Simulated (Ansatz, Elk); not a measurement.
**VInSi: X-ray structure factors from the self-consistent density**

Structure refinements treat a crystal as free atoms side by side. For a made-up structure of VInSi (cell and positions from a PBEsol relaxation) the runs below show what the calculated density changes in F(hkl).

Main program and level: Elk 11.2.3 (patched build); DFT, PBE, all-electron APW+lo, Dirac cores, scalar-relativistic bands, static density, no spin.

The structure was built from a prototype and need not be the compound's stable phase.

### Step 1. The structure

It takes space group P4/nmm (No. 129, tetragonal). The conventional cell has a = 3.276 Å, b = 3.276 Å, c = 9.979 Å, α = 90.00°, β = 90.00°, γ = 90.00°. Nearest to In lie 5 V at 2.84 to 2.94 Å and 4 Si at 3.13 Å. Nearest to V lie 4 V at 2.54 Å and 5 In at 2.84 to 2.94 Å. Si has 4 Si at 2.32 Å and 4 In at 3.13 Å nearest. Farther neighbours are not listed.

Structure file:

```cif
data_structure
_symmetry_space_group_name_H-M 'P4/nmm:1'
_symmetry_Int_Tables_number 129
_cell_length_a 3.2760
_cell_length_b 3.2760
_cell_length_c 9.9787
_cell_angle_alpha 90.000
_cell_angle_beta 90.000
_cell_angle_gamma 90.000
_cell_volume 107.09
loop_
_atom_site_label
_atom_site_type_symbol
_atom_site_symmetry_multiplicity
_atom_site_Wyckoff_symbol
_atom_site_fract_x
_atom_site_fract_y
_atom_site_fract_z
_atom_site_occupancy
In1 In 2 c 0.00000 0.50000 0.73287 1
V1 V 2 c 0.00000 0.50000 0.44831 1
Si1 Si 2 a 0.50000 0.50000 0.00000 1
```

### Step 2. Ground state and structure factors

An all-electron density is needed, since X-rays see the cores too. Task 0 finds the density and task 195 Fourier-transforms it; tshift is off so that phases refer to the origin typed.

The input, elk.in:

```
tasks
  0
  195

xctype
  20

spinpol
  .false.

rgkmax
  7.0

gmaxvr
  14.0

lmaxo
  7

lmaxapw
  8

swidth
  0.002

tshift
  .false.

ramdisk
  .false.

hmaxvr
  5.5

maxscl
  120

epspot
  1e-06

sppath
  './'

avec
  6.19066945770 -0.00000000000 0.00000000000
  -0.00000000000 6.19066945770 0.00000000000
  0.00000000000 0.00000000000 18.85699603373

atoms
  3
  'In.in'
  2
  0.0000000000 0.5000000000 0.7328699724   0.000000 0.000000 0.000000
  0.5000000000 -0.0000000000 0.2671300276   0.000000 0.000000 0.000000
  'V.in'
  2
  -0.0000000000 0.5000000000 0.4483102671   0.000000 0.000000 0.000000
  0.5000000000 0.0000000000 0.5516897329   0.000000 0.000000 0.000000
  'Si.in'
  2
  0.5000000000 0.5000000000 0.0000000000   0.000000 0.000000 0.000000
  0.0000000000 0.0000000000 0.0000000000   0.000000 0.000000 0.000000

ngridk
  7 7 3
```

Command:

```console
$ OMP_NUM_THREADS=4 elk
```

Numbers of over 12 decimals in the logs are rounded to 6 here.

Output:

```text
┌─────────────────────────┐
│ Elk code version 11.2.3 │
└─────────────────────────┘

All units are atomic (Hartree, Bohr, etc.)

┌─────────────────────────────────────────────────┐
│ Ground-state run starting from atomic densities │
└─────────────────────────────────────────────────┘

Lattice vectors :
   6.190669458      -0.000000000       0.000000000
  -0.000000000       6.190669458       0.000000000
   0.000000000       0.000000000       18.85699603

Reciprocal lattice vectors :
   1.014944401       0.000000000      -0.000000000
   0.000000000       1.014944401      -0.000000000
  -0.000000000      -0.000000000      0.3332018152

Unit cell volume      :    722.6828388
Brillouin zone volume :   0.3432352342

Muffin-tin inner radius fraction :   0.1000000000E-01

Nuclei treated as point charges

Species : 1 (In)
 parameters loaded from : In.in
 name : indium
 nuclear charge    :   -49.00000000
 electronic charge :    49.00000000
 atomic mass :    209300.4102
 muffin-tin radius :    2.600000000
 number of radial points in muffin-tin :   1193
 inner part over the whole radius :   0.9943151076E-02
 number on inner part of muffin-tin    :    850
 approximate nuclear radius :   0.8768807633E-04
 number of mesh points to nuclear radius :    427
 atomic positions (lattice), magnetic fields (Cartesian) :
  1 :   0.00000000  0.50000000 -0.26713003    0.00000000  0.00000000  0.00000000
  2 :   0.50000000  0.00000000  0.26713003    0.00000000  0.00000000  0.00000000

Species : 2 (V)
 parameters loaded from : V.in
 name : vanadium
 nuclear charge    :   -23.00000000
 electronic charge :    23.00000000
 atomic mass :    92860.67382
 muffin-tin radius :    2.370957877
 number of radial points in muffin-tin :    993
 inner part over the whole radius :   0.9956024547E-02
 number on inner part of muffin-tin    :    699
 approximate nuclear radius :   0.6897515165E-04
 number of mesh points to nuclear radius :    327
 atomic positions (lattice), magnetic fields (Cartesian) :
  1 :   0.00000000  0.50000000  0.44831027    0.00000000  0.00000000  0.00000000
  2 :   0.50000000  0.00000000 -0.44831027    0.00000000  0.00000000  0.00000000

Species : 3 (Si)
 parameters loaded from : Si.in
 name : silicon
 nuclear charge    :   -14.00000000
 electronic charge :    14.00000000
 atomic mass :    51196.73458
 muffin-tin radius :    2.163732177
 number of radial points in muffin-tin :    793
 inner part over the whole radius :   0.9949624513E-02
 number on inner part of muffin-tin    :    553
 approximate nuclear radius :   0.5963282101E-04
 number of mesh points to nuclear radius :    246
 atomic positions (lattice), magnetic fields (Cartesian) :
  1 :   0.50000000  0.50000000  0.00000000    0.00000000  0.00000000  0.00000000
  2 :   0.00000000  0.00000000  0.00000000    0.00000000  0.00000000  0.00000000

Total number of atoms per unit cell :    6
Total muffin-tin volume :    343.7675217
 ratio of muffin-tin to unit cell volume :   0.4756824200

Spin treatment :
 spin-unpolarised

Number of Bravais lattice symmetries :   16
Number of crystal symmetries         :   16
Crystal has no inversion symmetry
Complex Hermitian eigensolver will be used

k-point grid :      7     7     3
k-point offset :    0.000000000       0.000000000       0.000000000
k-point set is reduced with full crystal symmetry group
Total number of k-points :       20

Muffin-tin radius times maximum |G+k| :    7.000000000
 using average radius
Maximum |G+k| for APW functions       :    2.943365422
Maximum (1/2)|G+k|²                   :    4.331700004
Maximum |G| for potential and density :    14.00000000
Constant for pseudocharge density :    9
 order of it for each species :   16  16  16
 order of it for pair densities of each species (exact exchange by exxq0 0: 17) :   12   9   7
Radial integration step length :    1

G-vector grid sizes :     28    28    90
Number of G-vectors :    33493

Maximum angular momentum used for
 APW functions            :    8
 outer part of muffin-tin :    7
[...]
correlation                 :     -8.469096
 electron entropic           :    -0.20401852898945E-02
 total energy                :     -14245.508751179

Density of states at Fermi energy :    154.0562265
 (states/Hartree/unit cell)

Estimated indirect band gap :   0.1776886006E-02
 from k-point 9 to k-point 7
Estimated direct band gap   :   0.3988083816E-02
 at k-point 9

Charges :
 core                        :    100.0000000
 valence                     :    72.00000000
 interstitial                :    9.113338063
 muffin-tins (core leakage)
  species : 1 (In)
[...]
species : 2 (V)
[...]
species : 3 (Si)
[...]
total in muffin-tins        :    162.8866619
 total calculated charge     :    171.9961227
 total charge                :    172.0000000
 error                       :   0.3877266098E-02

RMS change in Kohn-Sham potential (target) :   0.5146761282     (  0.1000000000E-05)
Absolute change in total energy (target)   :   0.1270871440     (  0.1000000000E-03)

[... loops 3 to 18 left out ...]

┌──────────────────┐
│ Loop number : 19 │
└──────────────────┘

Energies :
 Fermi                       :     0.281802
 sum of occupied eigenvalues :     -8500.1658249242
 electron kinetic            :      14861.974754698
 core electron kinetic       :      14263.346915999
 Coulomb                     :     -28654.334382771
 Coulomb potential           :     -22772.642280842
 nuclear-nuclear             :     -1560.0195584875
 electron-nuclear            :     -31456.615259740
 Hartree                     :      4362.3004354567
 Madelung                    :     -17268.013242350
 xc potential                :     -589.49829878018
 exchange                    :     -444.31652986178
 correlation                 :     -8.469404
 electron entropic           :    -0.18262650701028E-02
 total energy                :     -14245.147388533

Density of states at Fermi energy :    137.8721732
 (states/Hartree/unit cell)

Estimated indirect band gap :   0.1804081182E-02
 from k-point 16 to k-point 15
Estimated direct band gap   :   0.3765146461E-02
 at k-point 3

Charges :
 core                        :    100.0000000
 valence                     :    72.00000000
 interstitial                :    9.512486393
 muffin-tins (core leakage)
  species : 1 (In)
[...]
species : 2 (V)
[...]
species : 3 (Si)
[...]
total in muffin-tins        :    162.4875136
 total calculated charge     :    171.9962867
 total charge                :    172.0000000
 error                       :   0.3713273922E-02

RMS change in Kohn-Sham potential (target) :   0.6889678384E-06 (  0.1000000000E-05)
Absolute change in total energy (target)   :   0.2886533912E-04 (  0.1000000000E-03)

Convergence targets achieved

┌──────────────────┐
│ Loop number : 20 │
└──────────────────┘

Energies :
 Fermi                       :     0.281802
 sum of occupied eigenvalues :     -8500.1658022806
 electron kinetic            :      14861.974769533
 core electron kinetic       :      14263.346926684
 Coulomb                     :     -28654.334376974
 Coulomb potential           :     -22772.642318993
 nuclear-nuclear             :     -1560.0195584875
 electron-nuclear            :     -31456.615208602
 Hartree                     :      4362.3003901153
 Madelung                    :     -17268.013217477
 xc potential                :     -589.49825282081
 exchange                    :     -444.31652906377
 correlation                 :     -8.469404
 electron entropic           :    -0.18262681143884E-02
 total energy                :     -14245.147367077

Density of states at Fermi energy :    137.8724931
 (states/Hartree/unit cell)

Estimated indirect band gap :   0.1804083707E-02
 from k-point 16 to k-point 15
Estimated direct band gap   :   0.3765188292E-02
 at k-point 3

Charges :
 core                        :    100.0000000
 valence                     :    72.00000000
 interstitial                :    9.512486558
 muffin-tins (core leakage)
  species : 1 (In)
[...]
species : 2 (V)
[...]
atom 2                    :    21.56307735     ( -0.2214434165E-06)
  species : 3 (Si)
   atom 1                    :    12.26145920     (  0.1646939986E-02)
   atom 2                    :    12.26145920     (  0.1646939986E-02)
 total in muffin-tins        :    162.4875134
 total calculated charge     :    171.9962867
 total charge                :    172.0000000
 error                       :   0.3713273725E-02

┌──────────────────────────────┐
│ Self-consistent loop stopped │
└──────────────────────────────┘

Warning : core states of species 1 leak from the muffin-tin :   0.1290486155E-03

Warning : core states of species 3 leak from the muffin-tin :   0.1646939986E-02

Wrote STATE.OUT
```

Elapsed: 46 s, on 4 threads of Arm Neoverse V1, shared host; peak memory 0.23 GiB.

SFACRHO.OUT:

```text

h k l indices transformed by vhmat matrix:
   1.000000000       0.000000000       0.000000000    
   0.000000000       1.000000000       0.000000000    
   0.000000000       0.000000000       1.000000000    

      h      k      l  multipl.   |H|            Re(F)            Im(F)           |F|

      0      0      0      1   0.0000000       172.00000      0.80767637E-16   172.00000    
      0      0     -1      2  0.33320182      -25.740157     -0.50505678E-14   25.740157    
      0      0     -2      2  0.66640363      -31.309103     -0.72790296E-13   31.309103    
      0      0      3      2  0.99960545       27.657791     -0.29966579E-13   27.657791    
      1      0      0      4   1.0149444      0.50146195E-14  0.85148949E-14  0.98817936E-14
      0      1      1      4   1.0682395      0.40116956E-13   71.722754       71.722754    
      1      0      1      4   1.0682395     -0.50146195E-13  -71.722754       71.722754    
     -1      0     -2      4   1.2141688      0.75219293E-14   3.7286668       3.7286668    
      0     -1     -2      4   1.2141688     -0.75219293E-14  -3.7286668       3.7286668    
      0      0     -4      2   1.3328073       100.62852      0.12778018E-12   100.62852    
      0     -1      3      4   1.4245431     -0.91516807E-13  -100.52900       100.52900    
      0      1     -3      4   1.4245431     -0.91516807E-13   100.52900       100.52900    
      1      1      0      4   1.4353481      -91.143732      0.11172112E-13   91.143732    
     -1     -1     -1      8   1.4735154       57.288837      0.10319886E-13   57.288837    
     -1      1     -2      8   1.5825037       66.026400      0.65186303E-13   66.026400    
      0      0     -5      2   1.6660091      -18.161700     -0.60235811E-13   18.161700    
     -1      0      4      4   1.6752574     -0.38863301E-13  -60.018623       60.018623    
      0     -1      4      4   1.6752574      0.68951019E-13   60.018623       60.018623
```

Elk indexes on the primitive cell of elk.in and gives |H| = 4π sin θ/λ in inverse bohr. Below, one row stands for each form hkl of the conventional cell (m members, Friedel mates merged), F is for one primitive cell and the density is static (no thermal factor). Free-atom factors are Waasmaier and Kirfel's, and R is Σm||F|−|F'||/Σm|F|.

```tsv
hkl	m	sin θ/λ (Å⁻¹)	abs F, DFT	neutral atoms	diff.	abs of complex diff.
001	2	0.050	25.740	25.536	+0.204	0.204
002	2	0.100	31.309	32.090	-0.781	0.781
003	2	0.150	27.658	27.594	+0.064	0.064
100	4	0.153	0.000	0.000	+0.000	0.000
101	8	0.161	71.723	71.776	-0.053	0.053
102	8	0.183	3.729	3.877	-0.149	0.149
004	2	0.200	100.629	100.457	+0.172	0.172
103	8	0.214	100.529	101.011	-0.482	0.482
110	4	0.216	91.144	91.671	-0.527	0.527
111	8	0.222	57.289	57.785	-0.496	0.496
112	8	0.238	66.026	66.034	-0.008	0.008
005	2	0.251	18.162	18.320	-0.159	0.159
104	8	0.252	60.019	60.284	-0.266	0.266
113	8	0.263	11.192	11.425	-0.234	0.234
105	8	0.293	30.730	30.712	+0.018	0.018
114	8	0.295	53.282	53.442	-0.160	0.160
006	2	0.301	48.002	48.233	-0.231	0.231
200	4	0.305	111.030	111.662	-0.632	0.632
```

### Step 3. The highest occupied states alone

An energy window below the Fermi level keeps the highest occupied states, to see at which angles they scatter; shallow core shells can lie inside it and anion s states outside. No new self-consistency is needed.

Edit elk.in of step 2 so:

```diff
@@ -1,3 +1,2 @@
 tasks
-  0
   195
@@ -40,2 +39,5 @@
 
+wsfac
+  -0.085690 0.581800
+
 sppath
```

Command:

```console
$ OMP_NUM_THREADS=4 elk
```

Output:

```text
┌─────────────────────────────────┐
│ Elk code version 11.2.3 started │
└─────────────────────────────────┘

Info(readinput): the functional depends on the density's gradient
 muffin-tin radial points multiplied by    2.00000
 (not where nrmtscf is given)

┌────────────────────┐
│ Current task : 195 │
└────────────────────┘
Info(checkmt): changed muffin-tin radius of species 2 (V) from   2.4000 to   2.3710
Info(checkmt): changed muffin-tin radius of species 3 (Si) from   2.2000 to   2.1637

Info(sfacrho): density structure factors written to SFACRHO.OUT

 Energy window :  -0.8569000000E-01  0.5818000000

┌──────────────────┐
│ Elk code stopped │
└──────────────────┘
```

Run time: 15 s. Hardware: 4 threads; peak memory 0.17 GiB; 17 s of CPU time.

States within 10 eV below the Fermi level hold 22.49 electrons; any levels below the window count with the cores, and a count that is not whole means the window cuts a band. Their amplitudes can exceed the total, where window and core parts have opposite phase:

```tsv
hkl	sin θ/λ (Å⁻¹)	abs F, window	abs F, all
001	0.050	3.410	25.740
002	0.100	6.744	31.309
003	0.150	0.176	27.658
100	0.153	0.000	0.000
101	0.161	0.398	71.723
102	0.183	1.847	3.729
004	0.200	2.033	100.629
103	0.214	2.157	100.529
110	0.216	1.906	91.144
111	0.222	2.699	57.289
```

### Step 4. Another functional

The difference from free atoms is small, so it is set against the change that LDA (Perdew-Wang) makes.

Edit elk.in of step 3 so:

```diff
@@ -1,2 +1,3 @@
 tasks
+  0
   195
@@ -4,3 +5,3 @@
 xctype
-  20
+  3
 
@@ -39,5 +40,2 @@
 
-wsfac
-  -0.085690 0.581800
-
 sppath
```

Command:

```console
$ OMP_NUM_THREADS=4 elk
```

Output:

```text
┌─────────────────────────┐
│ Elk code version 11.2.3 │
└─────────────────────────┘

All units are atomic (Hartree, Bohr, etc.)

┌─────────────────────────────────────────────────┐
│ Ground-state run starting from atomic densities │
└─────────────────────────────────────────────────┘

Lattice vectors :
   6.190669458      -0.000000000       0.000000000
  -0.000000000       6.190669458       0.000000000
   0.000000000       0.000000000       18.85699603

Reciprocal lattice vectors :
   1.014944401       0.000000000      -0.000000000
[...]
species : 3 (Si)
   atom 1                    :    12.27140779     (  0.1678818318E-02)
   atom 2                    :    12.27140779     (  0.1678818318E-02)
 total in muffin-tins        :    162.5946580
 total calculated charge     :    171.9962047
 total charge                :    172.0000000
 error                       :   0.3795272384E-02

┌──────────────────────────────┐
│ Self-consistent loop stopped │
└──────────────────────────────┘

Warning : core states of species 1 leak from the muffin-tin :   0.1272195188E-03

Warning : core states of species 3 leak from the muffin-tin :   0.1678818318E-02

Wrote STATE.OUT
[key lines of the parts left out:]
total energy                :     -14229.013671219
```

It took 29 s on 4 threads; peak memory 0.17 GiB.

Against the first run R = 0.06 %; the largest change is -0.068 at 200.

### Step 5. A coarser k-mesh

About half the k-points along each axis test the sampling.

Edit elk.in of step 4 so:

```diff
@@ -5,3 +5,3 @@
 xctype
-  3
+  20
 
@@ -64,2 +64,2 @@
 ngridk
-  7 7 3
+  4 4 2
```

Command:

```console
$ OMP_NUM_THREADS=4 elk
```

Output:

```text
┌─────────────────────────┐
│ Elk code version 11.2.3 │
└─────────────────────────┘

All units are atomic (Hartree, Bohr, etc.)

┌─────────────────────────────────────────────────┐
│ Ground-state run starting from atomic densities │
└─────────────────────────────────────────────────┘

Lattice vectors :
   6.190669458      -0.000000000       0.000000000
  -0.000000000       6.190669458       0.000000000
   0.000000000       0.000000000       18.85699603

Reciprocal lattice vectors :
   1.014944401       0.000000000      -0.000000000
[...]
species : 3 (Si)
   atom 1                    :    12.26411223     (  0.1647702975E-02)
   atom 2                    :    12.26411223     (  0.1647702975E-02)
 total in muffin-tins        :    162.5047335
 total calculated charge     :    171.9963018
 total charge                :    172.0000000
 error                       :   0.3698168009E-02

┌──────────────────────────────┐
│ Self-consistent loop stopped │
└──────────────────────────────┘

Warning : core states of species 1 leak from the muffin-tin :   0.1291213973E-03

Warning : core states of species 3 leak from the muffin-tin :   0.1647702975E-02

Wrote STATE.OUT
[key lines of the parts left out:]
total energy                :     -14245.146113859
```

The job ended after 38 s (4 threads; peak memory 0.21 GiB; 91 s of CPU time).

Against the first run R = 0.02 %; the largest change is +0.048 at 003.

### Step 6. Settings against the effect

```tsv
run	R against the first run (%)	R against neutral atoms, low angle (%)	wall time
PBE, rgkmax 7	0.00	0.45	46 s
LDA (Perdew-Wang)	0.06	0.46	29 s
k-mesh 4×4×2	0.02	0.45	38 s
```

### Step 7. Outcome

```json
{"R against neutral atoms, sin θ/λ < 0.3 Å⁻¹": "0.45 %", "R against neutral atoms, 0.3 to 0.74 Å⁻¹": "0.17 %"}
```

Independent neutral atoms miss the calculated amplitudes by R = 0.45 % below 0.3 Å⁻¹ and 0.17 % from there to 0.74 Å⁻¹; by shells, 1.73 % below 0.15 Å⁻¹ (2 forms), 0.41 % 0.15 to 0.3 (13 forms), 0.22 % 0.3 to 0.45 (24 forms), 0.16 % above 0.45 (105 forms). Bonding, aspherical density and the tables' own atoms all enter these figures, and the runs don't part them. The largest change of an amplitude is -0.78 electrons, at 002. The window's part falls from 22.5 electrons at the origin to at most 0.53 between 0.45 and 0.74 Å⁻¹. Below 0.3 Å⁻¹ the changes that finished (LDA (Perdew-Wang) and k-mesh 4×4×2) move F by R = 0.04 % at most, against the 0.45 % that separates it from free atoms. The basis has no finished test. These runs have no spin, though d or f shells may be open. Part of the difference isn't bonding: the tables are fits to free atoms and ions calculated by other methods than this functional. Thermal motion, anomalous dispersion and extinction are left out.

[Logs are printed without paths, hosts, clocks, repeated set-up lines and the standing remarks that a program may print on its own settings, such as how far it seeks lower states.]

[Hosts, paths, dates, database ids (printed as entryN), source tags and the programs' standing remarks are cut or masked in the printed files.]
